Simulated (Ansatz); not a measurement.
# Memory against size: liquid mixture of sulfolane and cyclohexane at 300 K (111 atoms) repeated, support functions

Density of this cell: 1.11 g/cm³. The cell holds 111 atoms: 32 C, 64 H, 10 O and 5 S. Its edges and angles: a = 10.479 Å, b = 10.479 Å, c = 10.479 Å, α = 90.0°, β = 90.0°, γ = 90.0°. 5 sulfolane, 2 cyclohexane placed at random, at 1.11 g/cm³; overlaps pushed apart, then 10 ps at 450 K with MMFF94 bonds, angles, torsions, charges and radii (Halgren, J. Comput. Chem. 17, 490 (1996)) in harmonic and 12-6 forms. Snapshot after 20 ps at 300 K and fixed volume.

Calculated with Ansatz 0.2.0: Kohn-Sham DFT, PBE+D4, PAW (set soft_2), localised support functions (medium); the typed cell is repeated and solved at Γ on 1 × NVIDIA GB200 with 32 threads of Arm Neoverse V2, shared host.

| atoms | memory planned on the GPU (GiB) | repeats | SCF cycles |
| --- | --- | --- | --- |
| 111 | 2.6 | 1×1×1 | 14 |
| 888 | 13 | 2×2×2 | 13 |
| 2997 | ? | ? | ? |
| 7104 | 110.7 | 4×4×4 | 17 |

**Question.** Fit a power law of the atom count to the rows given and interpolate to the withheld row.

Worked fit:

A power law y = A x^b is a line in u = ln x and v = ln y.

| u = ln x | v = ln y |
| --- | --- |
| 4.70953 | 0.955511 |
| 6.78897 | 2.56495 |
| 8.86841 | 4.70682 |

With n = 3: mean u = 6.78897, mean v = 2.74243, Σ(u − ū)² = 8.6482, Σ(u − ū)(v − v̄) = 7.8006. Slope b = 7.8006 / 8.6482 = 0.90200; intercept a = v̄ − b ū = -3.3812.

At the withheld row u = 8.005, v = a + b u = 3.840, and y = exp(v).

Prediction at 2997: 46.51 GiB. The run gave 42.5 GiB, so the fit is high by 4.0 GiB (9.4 % of the value).

The fitted exponent is 0.90. Between neighbouring rows, the withheld one included, the exponents are 0.77, 0.97 and 1.1, so one power law doesn't hold over the range. Among the rows given, the largest relative miss of the fit is at 888, by 2.5 GiB (19 %).

Limits: One run a row. Whether the card's size bounds the plan at the largest cells wasn't tested.

[Hosts, paths, dates, database ids (printed as entryN), source tags and the programs' standing remarks are cut or masked in the printed files.]

[The MMFF94 radii named for the starting cell were scaled by 0.96; in molecules described by MMFF94, hydrogen bound to N, O or S took a small fixed 12-6 site in their place.]
